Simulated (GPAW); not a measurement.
# The S K excitation threshold of WS2 (Tungstenite, R3m) under uniform strain

For each volume the threshold was computed as E(hole) − E(ground) plus the lowest empty eigenvalue of the hole cell (GPAW, LDA, 9-atom cell, total energies on 4×4×3 k points, the eigenvalue on 5×5×4, hole spin-paired, without spin-orbit coupling). The values are raw, 17 eV above the value with the free atom's term for the hole's spin taken off; only their change is used. The threshold is the spectrum's zero, where absorption may be weak, not the visible edge.

| volume | ln(V/V₀) | threshold (eV) |
| --- | --- | --- |
| V × 0.94 | -0.06188 | 2474.780 |
| V × 0.97 | -0.03046 | 2474.754 |
| V × 1 | +0.00000 | ? |
| V × 1.03 | +0.02956 | 2474.687 |
| V × 1.06 | +0.05827 | 2474.646 |

Fit a straight line in ln(V/V₀), give its slope, and predict the threshold at V × 1.

The means of the given rows are x̄ = -0.00113 and Ē = 2474.717 eV. Σ(x − x̄)(E − Ē) = -0.01005 and Σ(x − x̄)² = 0.009021, so the slope is -1.11 eV, and the line passes the given rows within 0.005 eV. At x = +0.00000 it gives 2474.717 + (-1.11) × (+0.00113) = 2474.715 eV. The run gives 2474.723 eV, a miss of -0.008 eV over a total move of -0.134 eV. The slope is the clamped-ion volume deformation potential of the lowest empty level of the hole cell on this mesh (the hole may pull it below the band edge) against the S 1s level, with the hole's relaxation included: the threshold falls by 0.011 eV for 1 % of expansion. The charged cell's image error also scales with the cell's size and isn't taken out.

[Hosts, paths, dates, database ids (printed as entryN), source tags and the programs' standing remarks are cut or masked in the printed files.]

[Lists of maxima count a maximum above −3 eV only where it reaches 4 % of the highest in the window and stands out from its surroundings by 2 % of it (1.5 % where it reaches 55 %); shoulders and weaker maxima are passed over, and of the rest the first, up to two pre-edge ones and the few strongest are named.]
